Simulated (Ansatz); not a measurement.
# MgO (Fm-3m):F_i (void), thermodynamic levels from a 54-atom cell

Charge states of F_i (void) in MgO (Fm-3m), set against the band edges. Model: a cell of 54 host atoms with 1 F put in.

Main program and level: Ansatz 0.2.0; place-levels on r2SCAN runs: charge-transition levels and formation energies with image-charge correction and potential alignment at the atomic sites; PAW set soft_1.

**What experiment says.**

“Electronic structure of alkaline earth and post-transition metal oxides” (2009, arxiv:0908.1581) quotes from earlier work for MgO, rocksalt (bulk crystal): band gap (literature experimental gap) 7.83 eV [Literature value based on experiment; other listed experimental values range from 7.7 to …].

Most raw output is cut from this account.

## (1) The starting structure

The cell holds 55 atoms: 27 Mg, 27 O and 1 F. Its edges and angles: a = 8.925 Å, b = 8.925 Å, c = 8.925 Å, α = 60.0°, β = 60.0°, γ = 60.0°. It derives from MgO (space group Fm-3m). Nearest the centre at fractional (0.250, 0.250, 0.917): F55 at 0.00 Å, Mg25 at 1.82 Å, O2 at 1.82 Å, Mg19 at 1.82 Å, O24 at 1.82 Å, O12 at 1.82 Å, Mg7 at 1.82 Å, Mg29 at 1.82 Å.

Known beforehand: the electronic dielectric constant, 3.24, and the static one, 10.37, from a response run on this crystal (DFPT, PBEsol) at that run's own cell.

The cell's shortest repeat is 8.9 Å.

## (2) The runs of each charge state

Levels follow from differences of total energies between charge states, each relaxed by itself.

Random displacements of about 0.05 Å break the site symmetry at the start, so that the relaxation can reach a distorted minimum if there is one. Forces are taken at one point at (¼, ¼, ¼). The cell holds 1 electron more than the neutral one, with a uniform background that keeps it neutral on the whole.

The sampling was tested on the host first: at the k-points planned (1x1x1 shifted 0.25 0.25 0.25) its energy lies 0.020 eV an atom from the dense-mesh value, under the bound of 0.02 eV set for this test; that bounds the host's error, not the defect's.

One of the inputs; charge, spin and start change from state to state.

Input file qm1.relax/input.yaml:

```yaml
crystal:
  lattice:
    - [0.0, 6.31124291, 6.31124291]
    - [6.31124291, 0.0, 6.31124291]
    - [6.31124291, 6.31124291, 0.0]
  atoms:
    - { symbol: Mg, position: [0.0, 0.0, 0.0] }
    - { symbol: O, position: [0.16666667, 0.16666667, 0.16666667] }
    - { symbol: Mg, position: [0.0, 0.0, 0.33333333] }
[... 2 atom lines left out ...]
    - { symbol: O, position: [0.16666667, 0.16666667, 0.83333333] }
    - { symbol: Mg, position: [0.0, 0.33333333, 0.0] }
    - { symbol: O, position: [0.16666667, 0.5, 0.16666667] }
    - { symbol: Mg, position: [0.0, 0.33333333, 0.33333333] }
[... 2 atom lines left out ...]
    - { symbol: O, position: [0.16666667, 0.5, 0.83333333] }
    - { symbol: Mg, position: [0.0, 0.66666667, 0.0] }
    - { symbol: O, position: [0.16666667, 0.83333333, 0.16666667] }
[... 4 atom lines left out ...]
    - { symbol: Mg, position: [0.33333333, 0.0, 0.0] }
    - { symbol: O, position: [0.5, 0.16666667, 0.16666667] }
    - { symbol: Mg, position: [0.33333333, 0.0, 0.33333333] }
[... 2 atom lines left out ...]
    - { symbol: O, position: [0.5, 0.16666667, 0.83333333] }
    - { symbol: Mg, position: [0.33333333, 0.33333333, 0.0] }
[... 3 atom lines left out ...]
    - { symbol: Mg, position: [0.33333333, 0.33333333, 0.66666667] }
    - { symbol: O, position: [0.5, 0.5, 0.83333333] }
[... 1 atom line left out ...]
    - { symbol: O, position: [0.5, 0.83333333, 0.16666667] }
[... 4 atom lines left out ...]
    - { symbol: Mg, position: [0.66666667, 0.0, 0.0] }
[... 6 atom lines left out ...]
    - { symbol: O, position: [0.83333333, 0.5, 0.16666667] }
[... 10 atom lines left out ...]
    - { symbol: F, position: [0.25, 0.25, 0.916667] }
  host:
    repeats: [3, 3, 3]
    atoms:
      - { symbol: Mg, position: [0.0, 0.0, 0.0] }
      - { symbol: O, position: [0.5, 0.5, 0.5] }
total_charge: -1
basis:
  ecutwfc: 500
  xc_grid: 2
hamiltonian:
  xc: r2scan
  pseudopotentials: { kind: paw, azcp: { folder: soft_1 } }
kpoints:
  mp_grid: { grid: [1, 1, 1], shift: [0.25, 0.25, 0.25] }
scf:
  occupations: { method: fixed }
  max_iter: 80
output:
  forces: true
  charged_corrections:
    epsilon: 3.24
    static_epsilon: 10.37
    defect_position: [0.25, 0.25, 0.916667]
relax:
  f_tol: 0.02
  max_steps: 80
  random_displacement: { amplitude: 0.05, seed: 5575 }
checkpoint:
  write: "../qm1.relax.run"
  compress: false
  write_wavefunctions: true
  write_every: 100000
```

Launch:

```sh
$ ansatz run input.yaml --threads 4 --pin off --max-ram 7536MiB --backend cpu --events-out ev --progress --plain --runs-dir out
```

Defect states can disperse in a cell of this size, so the energy is taken again at a 2×2×2 shifted mesh, on the relaxed structure.

The run of this state that the levels use, under r2SCAN:

Input file qm1.point/input.yaml:

```yaml
crystal:
  checkpoint: "../qm1.relax.run"
  host: checkpoint
total_charge: -1
basis:
  ecutwfc: 500
  xc_grid: 2
hamiltonian:
  xc: r2scan
  pseudopotentials: { kind: paw, azcp: { folder: soft_1 } }
kpoints:
  mp_grid: { grid: [2, 2, 2], shift: [0.5, 0.5, 0.5] }
scf:
  occupations: { method: fermi_dirac, width: 0.01 }
  max_iter: 80
output:
  forces: true
  eigenvalues: true
  charged_corrections:
    epsilon: 3.24
    static_epsilon: 10.37
    defect_position: [0.25, 0.25, 0.916667]
  eigenstates: { localisation: true }
  populations: true
  band_densities: [{ bands: [v1, v1] }, { bands: [c1, c1] }]
  write_density: true
  write_potential: true
  volumetric_format: npy
checkpoint:
  read: "../qm1.relax.run"
  write: "../qm1.point.run"
  compress: false
  write_wavefunctions: false
  write_every: 100000
```

Relaxations under r2SCAN at one point at (¼, ¼, ¼); times on 4 threads of Arm Neoverse V1, shared host:

| charge | moment (μB) | occupations | outcome | steps | largest displacement against the far atoms (Å) | time |
| --- | --- | --- | --- | --- | --- | --- |
| −1 | 0 | fixed | converged | 8 | 0.32 | 93 s |
| 0 | 1 | fixed | converged | 9 | 0.80 | 4.3 min |

Single points under r2SCAN at a 2×2×2 shifted mesh; times on 4 threads of Arm Neoverse V1, shared host:

| charge | moment (μB) | occupations | outcome | time |
| --- | --- | --- | --- | --- |
| −1 | 0 | fermi-dirac | converged | 65 s |
| 0 | 1 | fermi-dirac | converged | 2.5 min |

Distances (Å) from F55 to the nearest atoms after relaxation with r2SCAN:

| charge | moment (μB) | 1. | 2. | 3. | 4. | 5. | 6. |
| --- | --- | --- | --- | --- | --- | --- | --- |
| −1 | 0 | Mg 1.87 | Mg 1.87 | Mg 1.87 | Mg 1.87 | O 2.14 | O 2.14 |
| 0 | 1 | Mg 1.86 | Mg 1.86 | Mg 1.86 | O 1.86 | O 2.32 | O 2.32 |

## (3) Placing the levels, r2SCAN

A charged cell interacts with its images and the background, and its potential has another zero than the host's. place-levels removes the first by a point-charge model, screened by the static dielectric constant since the ions have relaxed around the charge, and the second by comparing potentials at atoms far from the defect.

The host is a run of the defect-free crystal in the same cutoffs, grids and k-points, so that basis and sampling errors cancel in part in the differences. The host is run in a cell of 2 atoms on a matching mesh. Its band edges are searched through the zone by a band path, so the gap is smaller than, or equal to, that on the mesh. Chemical potentials are energies per atom of F (F2 molecule), run with the same functional and cutoff.

Input file levels.point.yaml:

```yaml
host:
  run: host.point.run
states: [qm1.point.run, q0_M1.point.run]
geometry_from:
  qm1.point.run: qm1.relax.run
  q0_M1.point.run: q0_M1.relax.run
chemical_potentials:
  F:
    energy: -806.862156
    dataset: "<sha256 of the dataset>"
epsilon: 3.24
static_epsilon: 10.37
vertical:
  - { from: qm1.point.run, to: qm1.point_neutral.run }
```

Launch:

```sh
$ ansatz place-levels levels.point.yaml -- --threads 4 --pin off --max-ram 7536MiB
```

It took 0.22 s on 4 threads of Arm Neoverse V1, shared host.

Levels between the charges placed, in eV above the valence top:

|  | gap (eV) | (0/−1) |
| --- | --- | --- |
| r2SCAN | 5.68 | 2.07 |

Corrections by state:

| charge | moment (μB) | image terms and alignment (eV) | band filling (eV) | ε used | over the lowest of its charge, as the program ranks them, band filling apart (eV) |
| --- | --- | --- | --- | --- | --- |
| 0 | 1.0 | 0.000 | - | - | 0.000 |
| −1 | 0.0 | 0.122 | - | 10.37 | 0.000 |

The charged structures listed were also run neutral, and place-levels reads from each pair, by the potential or the spins, how wide the charge is by which they differ; that can be the carrier of either run.

| charge | rms radius (Å) | spread where it is widest against the cell (Å) | wide from (Å) | reading |
| --- | --- | --- | --- | --- |
| −1 | 2.1 | 1.19 | 1.26 | narrow |

The neutral runs of these pairs need not share the spin of the lowest neutral state, and very wide values only mean spread over the cell.

From the program's caveats on the states, each cut to its opening words:

- charge 0 (1 μB): its alignment with the host at atomic sites is doubtful: the mean over the far sites moves by +0.1762 eV from their farther parts to their nearer, more than [...]
- charge 0 (1 μB): its displacements don't fall off away from the defect: farther atoms stand 0.022 Å off the host's places
- charge 0 (1 μB): flagged: stability check not made
- charge −1: its alignment with the host at atomic sites is doubtful: the mean over the far sites moves by +0.2141 eV from their farther parts to their nearer, more than [...]

The host's formation energy from the elements is -2.963 eV per atom; it sets how far the chemical potentials can move.

Limit set by the element alone; other compounds of these elements are not counted. Chemical potentials from the elements' reference states: Mg 0.00 eV, O -5.93 eV, F 0.00 eV. Formation energies (Mg-rich), with the Fermi level at the valence top and at the conduction bottom (gap 5.68 eV):

| charge | at valence top (eV) | at conduction bottom (eV) | correction included (eV) |
| --- | --- | --- | --- |
| 0 | 2.37 | 2.37 | 0.00 |
| −1 | 4.45 | -1.23 | 0.12 |

Fermi level (eV), lowest formation energy (eV) and a bar from the least value:
```
     0.00       2.37 ##############################
     0.52       2.37 ##############################
     1.03       2.37 ##############################
     1.55       2.37 ##############################
     2.06       2.37 ##############################
     2.58       1.87 ##########################
     3.10       1.35 #####################
     3.61       0.83 #################
     4.13       0.32 #############
     4.65      -0.20 #########
     5.16      -0.72 ####
     5.68      -1.23
```

Limit set by the element alone; other compounds of these elements are not counted. Chemical potentials from the elements' reference states: O 0.00 eV, Mg -5.93 eV, F 0.00 eV. Formation energy by charge state (O-rich; gap 5.68 eV):

| charge | at valence top (eV) | at conduction bottom (eV) | correction included (eV) |
| --- | --- | --- | --- |
| 0 | 2.37 | 2.37 | 0.00 |
| −1 | 4.45 | -1.23 | 0.12 |

(Fermi level (eV), lowest formation energy (eV)): (0.00, 2.37), (0.52, 2.37), (1.03, 2.37), (1.55, 2.37), (2.06, 2.37), (2.58, 1.87), (3.10, 1.35), (3.61, 0.83), (4.13, 0.32), (4.65, -0.20), (5.16, -0.72), (5.68, -1.23)

## (4) Effect of the sampling

The relaxations' own energies give the levels at their sampling, for comparison.

Input file levels.relax_mesh.yaml:

```yaml
host:
  run: host.relax.run
states: [qm1.relax.run, q0_M1.relax.run]
chemical_potentials:
  F:
    energy: -806.862156
    dataset: "<sha256 of the dataset>"
```

Launch:

```sh
$ ansatz place-levels levels.relax_mesh.yaml -- --threads 4 --pin off --max-ram 7536MiB
```

Run time: 0.09 s. Hardware: 4 threads.

Levels between neighbouring charges, in eV above the valence top:

|  | gap (eV) | (0/−1) |
| --- | --- | --- |
| one point at (¼, ¼, ¼) | 5.66 | 2.02 |
| a 2×2×2 shifted mesh | 5.68 | 2.07 |

Going from one point at (¼, ¼, ¼) to a 2×2×2 shifted mesh moves the levels that carry no band-filling term by up to 0.06 eV and formation energies against the elements by up to 0.13 eV.

## (5) Results

```json
{
  "gap of the host": "5.68 eV (r2SCAN)",
  "level (0/minus 1)": "2.07 eV above the valence top",
  "lowest of the charges placed, just above the valence top (0.02 eV)": "0",
  "lowest of the charges placed, just below the conduction bottom (0.02 eV)": "−1",
  "lowest formation energy at mid-gap of the charges run, Mg-rich": "1.61 eV",
  "lowest formation energy at mid-gap of the charges run, O-rich": "1.61 eV"
}
```

**Reading.** Of the charges placed (−1 and 0), the lowest changes at 2.07 eV (0/−1) above the valence top, in a gap of 5.68 eV. Charges above 0 and below −1 were not placed, so these runs say nothing of levels that involve them. States placed: 0 at 1 μB; −1 at 0 μB. Other spin states or structures, where not listed, weren't placed. F is taken at its element; compounds, which aren't counted here, bound the chemical potentials and would shift these formation energies. Going from one point at (¼, ¼, ¼) to a 2×2×2 shifted mesh moves the levels that carry no band-filling term by up to 0.06 eV and formation energies against the elements by up to 0.13 eV. The program doubts the alignment of potentials for at least one state, a sign that the cell is small. What this leaves open: the images are only 8.9 Å apart; r2SCAN makes the gap too small and tends to spread out bound carriers; where a gas molecule sets a chemical potential or the host's formation energy, its binding is uncorrected.

Calculation against experiment:

| quantity | measured | r2SCAN |
| --- | --- | --- |
| band gap (least gap of the host) (eV) | 7.83 | 5.68 (-2.15 eV) |

Measured values from arxiv:0908.1581 (2009).

**Verdict.** The band gap is off by -2.15 eV: a clear miss. Local and semilocal functionals usually give gaps below the measured ones. Zero-point and thermal motion shift the measured gap.

[Logs are printed without paths, hosts, clocks, repeated set-up lines and the standing remarks that a program may print on its own settings, such as how far it seeks lower states.]

[Hosts, paths, dates, database ids (printed as entryN), source tags and the programs' standing remarks are cut or masked in the printed files.]

[Where a table of states has a column of steps, it counts the stored structures, which are thinned; the runs took as many ionic steps or more.]

[A defect's name tells the site on which it was built; relaxed atoms can leave that site.]

[For some hosts the program warned that the k-mesh of the response run may be too coarse for force constants and the static dielectric constant; such warnings are not shown here.]
